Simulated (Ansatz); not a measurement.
# Phonons of Sc3InC (Pm-3m) against volume

Wanted: mode Grüneisen parameters of Sc3InC (Pm-3m).

Program: Ansatz 0.2.0. Level of theory: DFT PBEsol, scalar-relativistic, plane waves, PAW; PAW set soft_1. Results are calculated unless marked as measured.

**1. Set-up**

The structure is cubic, space group Pm-3m (No. 221). The conventional cell has a = 4.502 Å, b = 4.502 Å, c = 4.502 Å, α = 90.00°, β = 90.00°, γ = 90.00°. Nearest to Sc lie 2 C at 2.25 Å and 4 In at 3.18 Å and 8 Sc at 3.18 Å. Nearest to In lie 12 Sc at 3.18 Å. C has 6 Sc at 2.25 Å nearest. Farther neighbours are not listed.

**2. Response at finite wavevector**

The cell comes from relaxations at this level that are not shown. Stability and thermal properties need the whole zone. Linear response on a 4×4×4 q mesh gives force constants as far as a supercell of that size would.

The input, input.yaml:

```yaml
crystal:
  lattice:
    - [4.5023707093, 0.0, 0.0]
    - [0.0, 4.5023707093, 0.0]
    - [0.0, 0.0, 4.5023707093]
  atoms:
    - { symbol: Sc, position: [0.5, 0.0, 0.5] }
    - { symbol: Sc, position: [0.0, 0.5, 0.5] }
    - { symbol: Sc, position: [0.5, 0.5, 0.0] }
    - { symbol: In, position: [0.0, 0.0, 0.0] }
    - { symbol: C, position: [0.5, 0.5, 0.5] }
kpoints:
  mp_grid: { grid: [8, 8, 8] }
hamiltonian:
  xc: pbesol
  pseudopotentials: { kind: paw, azcp: { folder: soft_1 }, xc_functional: pbe }
scf:
  occupations: { method: methfessel_paxton, width: 0.2 }
output:
  eigenvalues: true
phonons:
  method: dfpt
  qmesh: [4, 4, 4]
  temperatures: { t_max: 1000, t_step: 50 }
  qpath:
    path:
      - [[0.0, 0.0, 0.0], [0.0, 0.5, 0.0], [0.5, 0.5, 0.0], [0.0, 0.0, 0.0], [0.5, 0.5, 0.5], [0.0, 0.5, 0.0]]
      - [[0.5, 0.5, 0.5], [0.5, 0.5, 0.0]]
    npoints: 10
```

Started as:

```
ansatz run input.yaml --threads 4 --pin off --max-ram 10240MiB --backend cpu --events-out ev --progress --plain --runs-dir out
```

Numbers of over 12 decimals in the logs are rounded to 6 here.

The log of the run:

```text
Engine: ansatz 0.2.0, aarch64-unknown-linux-gnu
Pseudopotentials: kind: paw
Pseudopotential: Sc, paw, valence charge 11, recommended cutoff 420 eV (normal), soft_1/Sc.paw.azcp
Pseudopotential: In, paw, valence charge 13, recommended cutoff 420 eV (normal), soft_1/In.paw.azcp
Pseudopotential: C, paw, valence charge 4, recommended cutoff 420 eV (normal), soft_1/C.paw.azcp
Functional definition: PBEsol
  exchange = pbesol_x
  correlation = pbesol_c
Crystal: 5 atoms, lattice volume = 91.269 Å³
Basis set: ecut = 420 eV, 1791 PW (Γ), exchange–correlation on 64×64×64 points (8 copies of the dense FFT grid, shifted against one another)
Bands: 30, of which v1, the nominal top of the filled ones, is band 25 counted from 1 (24 counted from 0)
Symmetry: 48 space group operations
k-points: 35 of 512
Non-local potential: Sc, projectors of the file, l = 0: 3, l = 1: 2, l = 2: 3, l = 3: 1
Non-local potential: In, projectors of the file, l = 0: 2, l = 1: 2, l = 2: 2, l = 3: 1
Non-local potential: C, projectors of the file, l = 0: 2, l = 1: 2, l = 2: 1
PAW form: soft (Blöchl's): semilocal exchange-correlation on the pseudo side does not see the compensation charge
PAW frozen core: Sc, regenerated for the run's functional, and the local potential with it (the file was generated under x = pbe(κ = 0.804, μ = 0.219515), c = pbe(β = 0.066725))
PAW frozen core: In, regenerated for the run's functional, and the local potential with it (the file was generated under x = pbe(κ = 0.804, μ = 0.219515), c = pbe(β = 0.066725))
PAW frozen core: C, regenerated for the run's functional, and the local potential with it (the file was generated under x = pbe(κ = 0.804, μ = 0.219515), c = pbe(β = 0.066725))
PAW one-centre angular grid: Sc, 590 points (default); XC on 64 Gauss nodes
PAW one-centre angular grid: In, 590 points (default); XC on 64 Gauss nodes
PAW one-centre angular grid: C, 110 points (default); XC on 64 Gauss nodes
Initial density: superposition of atomic densities (chi_scale 0.1, normalization cell, long waves kept (reshape's long-wave potential 0.00 eV rms))
Initial wavefunctions: pseudopotential atomic-orbital guess
Functional: x = pbesol(κ = 0.804, μ = 0.123457), c = pbesol(β = 0.046)
SCF iter   1: F=—  HF=-12111.958129 eV  |F-HF|=—  |Δ(HF+E_count)|=         —  Δρ=6.48e-2  dr2=8.22e0  ethr=3.10e-3  ⟨swp⟩=4.5  Hψ=4110  notcnv=0
preconditioner: auto → Kerker (q_TF=auto, 2.468 Å⁻¹)  [metal: Δε(μ)=0.042 eV  Ē_g=8.201 eV  σ=0.200 eV  W_gap=0.18  n_scr=26 (ndim 8)  ℏωp=19.8 eV  f_vac=0.000  D(μ)=1.99/eV (n_scr^D=18)]
SCF iter   2: F=—  HF=-12110.242998 eV  |F-HF|=—  |Δ(HF+E_count)|=    1.72e0  S|Δr|=    0.00e0  Δρ=2.40e-2  dr2=1.16e0  ethr=3.10e-3  ⟨swp⟩=2.1  Hψ=1952  notcnv=0  defer=12
SCF iter   3: F=—  HF=-12109.994848 eV  |F-HF|=—  |Δ(HF+E_count)|=   2.48e-1  S|Δr|=    0.00e0  Δρ=1.22e-2  dr2=2.23e-1  ethr=2.31e-3  ⟨swp⟩=2.0  Hψ=1633  notcnv=0  defer=11
SCF iter   4: F=—  HF=-12109.928608 eV  |F-HF|=—  |Δ(HF+E_count)|=   6.62e-2  S|Δr|=    0.00e0  Δρ=1.79e-3  dr2=5.40e-3  ethr=4.47e-4  ⟨swp⟩=2.0  Hψ=1290  notcnv=0  defer=11
SCF iter   5: F=—  HF=-12109.927378 eV  |F-HF|=—  |Δ(HF+E_count)|=   1.23e-3  S|Δr|=    0.00e0  Δρ=6.96e-4  dr2=5.43e-4  ethr=1.08e-5  ⟨swp⟩=2.0  Hψ=1568  notcnv=0  defer=11
SCF iter   6: F=—  HF=-12109.927288 eV  |F-HF|=—  |Δ(HF+E_count)|=   8.94e-5  S|Δr|=    0.00e0  Δρ=1.72e-4  dr2=2.30e-5  ethr=1.09e-6  ⟨swp⟩=2.0  Hψ=1494  notcnv=0  defer=11
SCF iter   7: F=—  HF=-12109.927286 eV  |F-HF|=—  |Δ(HF+E_count)|=   2.46e-6  S|Δr|=    0.00e0  Δρ=3.95e-5  dr2=1.43e-6  ethr=4.60e-8  ⟨swp⟩=2.0  Hψ=1454  notcnv=0  defer=11
SCF iter   8: F=—  HF=-12109.927289 eV  |F-HF|=—  |Δ(HF+E_count)|=   2.99e-6  S|Δr|=    0.00e0  Δρ=9.86e-6  dr2=8.82e-8  ethr=2.86e-9  ⟨swp⟩=2.0  Hψ=1492  notcnv=0  defer=11
SCF iter   9: F=—  HF=-12109.927289 eV  |F-HF|=—  |Δ(HF+E_count)|=  4.04e-10  S|Δr|=    0.00e0  Δρ=1.66e-6  dr2=2.27e-9  ethr=1.76e-10  ⟨swp⟩=2.0  Hψ=1263  notcnv=0  defer=11
SCF iter  10: F=—  HF=-12109.927289 eV  |F-HF|=—  |Δ(HF+E_count)|=  1.00e-10  S|Δr|=    0.00e0  Δρ=3.71e-7  dr2=1.04e-10  ethr=4.54e-12  ⟨swp⟩=3.0  Hψ=2010  notcnv=0  defer=11
SCF iter  11: F=-12109.927289 eV  HF=-12109.927289 eV  |F-HF|=1.82e-12  |Δ(HF+E_count)|=  1.27e-11  S|Δr|=    0.00e0  Δρ=7.20e-8  dr2=5.50e-12  ethr=1.00e-12  ⟨swp⟩=7.6  Hψ=4526  notcnv=0
SCF 1 converged in 11 iterations: F = -12109.927289 eV  dr2 = 5.50e-12
  greatest PAW one-centre occupation: 0.998 electrons in one spin orbital (limit 2), on the Sc atom at site 2 (counted from 0), in its partial waves of l = 0
Initial density: read from a saved state, or passed on in memory by an earlier SCF of this step, an earlier step, the calling program or the single point that the run made first
iter 1 solved again at ethr=3.89e-8 eV; its pass at ethr=3.10e-3 eV (dr2=1.95e-5 eV) is discarded
SCF iter   1: F=—  HF=-12109.927288 eV  |F-HF|=—  |Δ(HF+E_count)|=         —  Δρ=2.14e-7  dr2=3.43e-11  ethr=3.89e-8  ⟨swp⟩=3.8  Hψ=6771  notcnv=0
eigensolver tolerance schedule: the retry pair's looser diagonalisation over-reported the residual by 566979.02 of it (diagonalisation noise at an unbounded share of the residual, at the tolerance the schedule requests for it); recorded, not acted on — ethr = c·dr2/N_el stays at c = 1.0e-1
preconditioner: auto → Kerker (q_TF=auto, 2.468 Å⁻¹)  [metal: Δε(μ)=0.108 eV  Ē_g=8.671 eV  σ=0.200 eV  W_gap=0.41  n_scr=26 (ndim 8)  ℏωp=19.8 eV  f_vac=0.000  D(μ)=0.41/eV (n_scr^D=0)]
SCF iter   2: F=—  HF=-12109.927289 eV  |F-HF|=—  |Δ(HF+E_count)|=   8.44e-7  S|Δr|=    0.00e0  Δρ=8.69e-8  dr2=4.43e-12  ethr=1.00e-12  ⟨swp⟩=2.3  Hψ=4305  notcnv=0
SCF iter   3: F=-12109.927289 eV  HF=-12109.927289 eV  |F-HF|=1.82e-12  |Δ(HF+E_count)|=  9.09e-12  S|Δr|=    0.00e0  Δρ=5.21e-8  dr2=1.44e-12  ethr=1.00e-12  ⟨swp⟩=1.0  Hψ=2241  notcnv=0
SCF 2 converged in 3 iterations: F = -12109.927289 eV  dr2 = 1.44e-12
phonons: the bands overlap, so this run is a metal and interpolates without the dipole-dipole term. If the crystal is really an insulator or semiconductor, its LO-TO splitting is missing
NSCF: frozen V_eff on 35 k-points
NSCF: frozen V_eff on 125 k-points
DFPT response loops at q = (0, 0, 0) (fractional): preconditioner auto → Kerker (q_TF=auto, 2.468 Å⁻¹) (partly filled bands, converged f_vac=0.000); β = 1.00, the filter's whole step (`scf.mixing.beta` (0.50) is not read by the response loops under this deck's `scf.mixing.preconditioner`; to damp them name `kerker` or `kerker_dos`, under which they read `scf.mixing.beta`, and type it under 1.00, their step now; both keys bind the ground state too); Broyden in place of MSR1
NSCF: frozen V_eff on 400 k-points
DFPT response loops at q = (0, 0, 0.25) (fractional): mixed as the last ones told, above
NSCF: frozen V_eff on 250 k-points
DFPT response loops at q = (0, 0, -0.5) (fractional): mixed as the last ones told, above
NSCF: frozen V_eff on 640 k-points
DFPT response loops at q = (0, 0.25, 0.25) (fractional): mixed as the last ones told, above
NSCF: frozen V_eff on 400 k-points
DFPT response loops at q = (0, 0.25, -0.5) (fractional): mixed as the last ones told, above
NSCF: frozen V_eff on 250 k-points
DFPT response loops at q = (0, -0.5, -0.5) (fractional): mixed as the last ones told, above
NSCF: frozen V_eff on 1024 k-points
DFPT response loops at q = (0.25, 0.25, 0.25) (fractional): mixed as the last ones told, above
NSCF: frozen V_eff on 640 k-points
DFPT response loops at q = (0.25, 0.25, -0.5) (fractional): mixed as the last ones told, above
NSCF: frozen V_eff on 400 k-points
DFPT response loops at q = (0.25, -0.5, -0.5) (fractional): mixed as the last ones told, above
NSCF: frozen V_eff on 250 k-points
DFPT response loops at q = (-0.5, -0.5, -0.5) (fractional): mixed as the last ones told, above
SCF converged after 11 iterations
Stability not checked: this state was not tested for a lower state beside it, because cold or Methfessel-Paxton smearing, or corrected tetrahedra, fill the levels in a way that the test cannot read (fill_not_monotonic; see scf.lower_state_search)
Free energy (F): -12109.927289 eV
Harris-Foulkes:  -12109.927289 eV  (|F-HF|=1.82e-12)
Internal energy: -12109.935366 eV  (E = F + TS)
E sigma→0 (E₀):  -12109.929308 eV
Entropy (-TS):   0.008077 eV (1.615 meV/atom)
Fermi energy:    10.846431 eV
--- Per-component energies (eV) ---
  E_band       = -426.959181
  E_kinetic    = 929.572269
  E_local      = -3338.941832  (includes V_loc(G=0)·N_el)
  E_nonlocal   = 779.404496
  E_hartree    = 1235.016854
  E_xc         = -446.626099
  E_vxc        = -466.645827  (∫ρ·V_xc dr)
  E_paw        = -7133.237160  (= ΣΔE_a)
  E_vpaw       = -800.382198  (= ΣTr[D̂ρ^β])
  E_aug_tail   = 0.000276  (compensation charges beyond the density's cutoff)
  E_ewald      = -4135.768250
  E_core_change = 0.644080  (= ΣΔE_core)
  E_smearing   = 0.008077  (= −TS)
  E_closure    = 0.000000  (closes the sum)
  Σ components = -12109.927289   (vs F -12109.927289, Δ=0.00e0)
--- Band table (eV; the first three rows and the last of 35) ---
  k-point 0: bands = [... 21 lower, 9.8533, 10.5955, 10.5955, 10.9415, 10.9415, 10.9415, 13.4649, 13.4649, ... 1 higher]
  k-point 1: bands = [... 21 lower, 9.7940, 10.6193, 10.7117, 10.8621, 10.8621, 10.9804, 12.8413, 13.2819, ... 1 higher]
  k-point 2: bands = [... 21 lower, 9.6659, 10.0676, 10.6749, 10.6749, 11.0365, 11.0833, 12.4977, 13.3270, ... 1 higher]
  k-point 34: bands = [... 21 lower, 7.2702, 10.0050, 10.0050, 10.0050, 12.3894, 12.3894, 12.3894, 12.6537, ... 1 higher]
--- Phonons (Γ-DFPT): 4 representative perturbations + reference (Σ response iterations 13) ---
  ASR residual: 5.998e-5 → 0.000e0 eV/Å²; symmetrization residual: 2.771e-6 eV/Å²
  ASR residual per site (eV/Å²): 2.45e-5 2.45e-5 2.45e-5 1.40e-6 6.00e-5
  Γ frequencies (cm⁻¹): 0.00 0.00 0.00 140.40 140.40 140.40 191.69 191.69 191.69 277.00 277.00 277.00 448.28 448.28 448.28
--- Phonons (arbitrary-q DFPT): 10 irreducible q on the 4×4×4 mesh ---
  q = [0.0000, 0.0000, 0.0000] (star 1, of the zone-centre solve; hermiticity 5.08e-7, symmetrization 5.31e-13): -0.00 -0.00 0.00 140.40 140.40 140.40 191.69 191.69 191.69 277.00 277.00 277.00 448.28 448.28 448.28
  q = [0.0000, 0.0000, 0.2500] (star 6, 9 solved perturbations in 1560 linear systems a pass and spin channel, the states on 200 of 512 k-point pairs; hermiticity 4.83e-7, symmetrization 6.23e-13): 71.19 71.19 96.16 144.39 144.39 177.92 185.77 192.87 192.87 267.35 267.35 290.48 458.35 458.35 536.83
  q = [0.0000, 0.0000, -0.5000] (star 3, 9 solved perturbations in 975 linear systems a pass and spin channel, the states on 125 of 512 k-point pairs; hermiticity 4.06e-7, symmetrization 7.90e-10): 101.54 101.54 116.88 146.86 146.86 179.43 200.23 200.23 204.62 253.48 253.48 308.49 468.47 468.47 561.41
  q = [0.0000, 0.2500, 0.2500] (star 12, 9 solved perturbations in 2460 linear systems a pass and spin channel, the states on 320 of 512 k-point pairs; hermiticity 5.68e-7, symmetrization 1.06e-13): 85.28 90.09 110.27 152.45 153.87 177.34 179.07 191.63 220.08 257.16 266.48 306.16 459.07 496.64 529.89
  q = [0.0000, 0.2500, -0.5000] (star 12, 15 solved perturbations on 200 of 512 k-point pairs; hermiticity 3.99e-7, symmetrization 9.44e-9): 102.66 105.82 110.63 141.26 161.82 176.66 188.27 195.11 241.63 243.79 261.89 328.73 462.06 501.58 549.12
  q = [0.0000, -0.5000, -0.5000] (star 3, 9 solved perturbations in 975 linear systems a pass and spin channel, the states on 125 of 512 k-point pairs; hermiticity 1.28e-7, symmetrization 1.31e-8): 102.98 107.33 107.33 110.43 189.19 189.19 190.14 190.14 217.37 265.05 265.31 355.06 458.24 535.59 535.59
  q = [0.2500, 0.2500, 0.2500] (star 8, 4 solved perturbations in 1376 linear systems a pass and spin channel, the states on 512 of 512 k-point pairs; hermiticity 1.92e-7, symmetrization 6.36e-13): 96.37 96.37 114.32 147.74 147.74 158.74 211.76 211.76 211.98 263.75 263.75 318.90 496.96 496.96 526.30
  q = [0.2500, 0.2500, -0.5000] (star 12, 9 solved perturbations in 2460 linear systems a pass and spin channel, the states on 320 of 512 k-point pairs; hermiticity 2.77e-7, symmetrization 1.11e-8): 106.21 106.88 110.48 139.36 140.59 146.82 208.61 229.95 236.49 256.02 263.17 339.72 498.42 504.51 543.17
  q = [0.2500, -0.5000, -0.5000] (star 6, 9 solved perturbations in 1560 linear systems a pass and spin channel, the states on 200 of 512 k-point pairs; hermiticity 4.92e-7, symmetrization 1.43e-8): 105.12 108.88 108.88 111.69 136.97 136.97 229.45 229.45 250.96 254.19 267.45 360.57 501.09 536.33 536.33
  q = [-0.5000, -0.5000, -0.5000] (star 1, 4 solved perturbations in 350 linear systems a pass and spin channel, the states on 125 of 512 k-point pairs; hermiticity 5.05e-7, symmetrization 1.19e-12): 104.58 104.58 104.58 110.89 110.89 110.89 245.21 245.21 245.21 269.25 269.25 379.63 536.54 536.54 536.54
  sum rule: each row above includes the acoustic sum rule's correction from the zone centre's row sums; it moved no ω² by more than (1.17 cm⁻¹)²
  mesh force constants: q→R imaginary residual 4.51e-19; ASR residual 5.998e-5 → 0.000e0 eV/Å²; symmetrization residual 8.882e-15 eV/Å²
  interpolated dispersion: 62 rows × 15 modes
  density of states and harmonic sums: on the 16×16×16 q-mesh, interpolated from the force constants of a 4×4×4 supercell (no non-analytic term)
  largest difference from the sums on the solved wave vectors: F 1.21e-2 eV, S 1.61e-5 and C_V 3.98e-6 eV/K
  zero-point energy: 0.232254 eV/cell   skipped modes (ω ≤ 0): 3   left out of the sums: 4.88e-5 of the cell's modes: C_V's classical limit lies that fraction below 3 k_B per atom; for a crystal, a wire or a layer, F and S can be off by more, and a phonons.interpolated_qmesh denser along its periods is the remedy for the sampling
```

The job ended after 22 min (4 threads of Arm Neoverse V1, shared host; peak memory 3.5 GiB; 87 min of CPU time).

Numbers from this step:

```
volume per atom                                            : 18.25 Å³
gap on the k-mesh                                          : 0 eV
sum-rule residual before enforcement                       : 6.00e-5 eV/Å²
lowest frequency on the path                               : 0 cm⁻¹
point group                                                : m-3m
highest frequency on the path or at a solved wavevector    : 561.6 cm⁻¹
mean frequency                                             : 249.8 cm⁻¹
Debye temperature (second moment)                          : 535 K
logarithmic mean frequency                                 : 213.2 cm⁻¹
highest optical mode at the zone centre (no LO-TO term)    : 448.3 cm⁻¹
lowest optical zone-centre mode                            : 140.4 cm⁻¹
lowest mode on the q mesh (acoustic modes at Γ apart)      : 71.19 cm⁻¹
zero-point energy per atom                                 : 46.45 meV
heat capacity at 300 K                                     : 21.66 J/(mol atoms K)
vibrational entropy at 300 K                               : 26.19 J/(mol atoms K)
edges of the widest gap between branches, on path and mesh : 379.6, 448.3 cm⁻¹
```

Frequencies (cm⁻¹) solved at each irreducible wavevector; negative means imaginary. Frequencies by wavevector, by row:

| q in reciprocal lattice units | star | mode 1 | mode 2 | mode 3 | mode 4 | mode 13 | mode 14 | mode 15 |
| --- | --- | --- | --- | --- | --- | --- | --- | --- |
| 0 0 0 | 1 | 0 | 0 | 0 | 140.4 | 448.3 | 448.3 | 448.3 |
| 0 0 0.25 | 6 | 71.2 | 71.2 | 96.2 | 144.4 | 458.4 | 458.4 | 536.8 |
| 0 0 -0.5 | 3 | 101.5 | 101.5 | 116.9 | 146.9 | 468.5 | 468.5 | 561.4 |
| 0 0.25 0.25 | 12 | 85.3 | 90.1 | 110.3 | 152.4 | 459.1 | 496.6 | 529.9 |
| 0 0.25 -0.5 | 12 | 102.7 | 105.8 | 110.6 | 141.3 | 462.1 | 501.6 | 549.1 |
| 0 -0.5 -0.5 | 3 | 103 | 107.3 | 107.3 | 110.4 | 458.2 | 535.6 | 535.6 |
| 0.25 0.25 0.25 | 8 | 96.4 | 96.4 | 114.3 | 147.7 | 497 | 497 | 526.3 |
| 0.25 0.25 -0.5 | 12 | 106.2 | 106.9 | 110.5 | 139.4 | 498.4 | 504.5 | 543.2 |
| 0.25 -0.5 -0.5 | 6 | 105.1 | 108.9 | 108.9 | 111.7 | 501.1 | 536.3 | 536.3 |
| -0.5 -0.5 -0.5 | 1 | 104.6 | 104.6 | 104.6 | 110.9 | 536.5 | 536.5 | 536.5 |

Symmetry leaves 10 wavevectors to solve. The lowest mode among them, the acoustic zeros apart, lies at q = (0, 0, 0.25) and is real, 71.2 cm⁻¹.

(Continued in part 2 of 2.)

[Logs are printed without paths, hosts, clocks, repeated set-up lines and the standing remarks that a program may print on its own settings, such as how far it seeks lower states.]

[Hosts, paths, dates, database ids (printed as entryN), source tags and the programs' standing remarks are cut or masked in the printed files.]
